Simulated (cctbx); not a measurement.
## Accept or mend?

Cell a = 14.7420 Å, b = 8.4960 Å, c = 6.2590 Å, α = 90.00°, β = 90.00°, γ = 90.00°; space group Cmcm (no. 63). The compound is Yb2Tm3Fe3.

Simulated single-crystal data (cctbx): Mo Kα, λ = 0.71073 Å, to d = 0.7 Å, 95 % of the full sphere, strongest reflection 70000 counts, noise from counting, a 4 % proportional error and a noise floor of 2 counts (s.d.); no absorption.

An anisotropic refinement with weights 1/σ² prints:

```text
Rint 0.032, 669 unique reflections to 0.70 A
cycle     R1     wR2    GooF  max shift (A)
   1  0.0340  0.1198   5.307   0.00322
   2  0.0090  0.0231   1.023   0.00000
final R1 0.0090 wR2 0.0231 GooF 1.023  parameters 25  data/parameter 26.8
atom        x        y        z      Ueq    occ   su(xyz)  su(Uiso or U11)
Yb1    0.66610  0.00000  0.00000   0.0075  1.000  0.00001  0.0001
Tm1    0.62321  0.38389  0.75000   0.0056  1.000  0.00001  0.0001
Tm2    0.00000  0.24119  0.75000   0.0077  1.000  0.00002  0.0001
Fe1    0.80076  0.19861  0.75000   0.0102  1.000  0.00005  0.0002
Fe2    0.00000  0.60027  0.75000   0.0133  1.000  0.00008  0.0003
difference map: max 0.80 min -0.76 rms 0.19
Q1    0.0000  0.3476  0.1879    8    0.82  0.59 A from Fe2
Q2    0.2215  0.0654  0.2500    8    0.71  1.51 A from Tm1
Q3    0.1767  0.1799  0.7500    8    0.71  0.37 A from Fe1
Q4    0.0000  0.4737  0.2500    4    0.63  0.63 A from Fe2
Q5    0.0540  0.0568  0.7500    8    0.62  1.76 A from Tm2
Q6    0.1626  0.0008  0.2500    8    0.62  1.14 A from Tm1
```

**Question.** Can this result stand? If not, what is the likely fault?

It can stand. The set-up had a fault (anomalous dispersion left out), but the figures of merit move little: R1 = 0.0090, wR2 = 0.0231, GooF = 1.02 against R1 = 0.0083, wR2 = 0.0209, GooF = 0.93 for the right model.

The compound is Yb2Tm3Fe3. The right model at the same level gives:

```text
Rint 0.032, 669 unique reflections to 0.70 A
cycle     R1     wR2    GooF  max shift (A)
   1  0.0331  0.1172   5.191   0.00304
   2  0.0083  0.0209   0.927   0.00000
final R1 0.0083 wR2 0.0209 GooF 0.927  parameters 25  data/parameter 26.8
atom        x        y        z      Ueq    occ   su(xyz)  su(Uiso or U11)
Yb1    0.66610  0.00000  0.00000   0.0074  1.000  0.00001  0.0001
Tm1    0.62320  0.38390  0.75000   0.0055  1.000  0.00001  0.0001
Tm2    0.00000  0.24118  0.75000   0.0076  1.000  0.00002  0.0001
Fe1    0.80078  0.19860  0.75000   0.0117  1.000  0.00005  0.0002
Fe2    0.00000  0.60025  0.75000   0.0149  1.000  0.00007  0.0003
difference map: max 0.67 min -0.80 rms 0.18
Q1    0.2182  0.0673  0.2500    8    0.70  1.46 A from Tm1
Q2    0.0000  0.3330  0.1725    8    0.61  0.75 A from Fe2
Q3    0.1636  0.9951  0.2500    8    0.61  1.19 A from Tm1
Q4    0.1679  0.0981  0.1346   16    0.60  0.99 A from Tm1
Q5    0.0000  0.3545  0.6517    8    0.60  1.14 A from Tm2
Q6    0.1749  0.2138  0.0901   16    0.58  1.51 A from Tm1
```

Isotropic U is held between 0.0001 and 1 Å² by the program, and listed peak heights are interpolated, so they can pass the grid's maximum.

The model was made for the exercise: a known structure type with other elements put in, its volume estimated, not relaxed; displacement parameters are assumed.

[Middle refinement cycles are left out of these outputs.]

[Logs are printed without paths, hosts, clocks, repeated set-up lines and the standing remarks that a program may print on its own settings, such as how far it seeks lower states.]
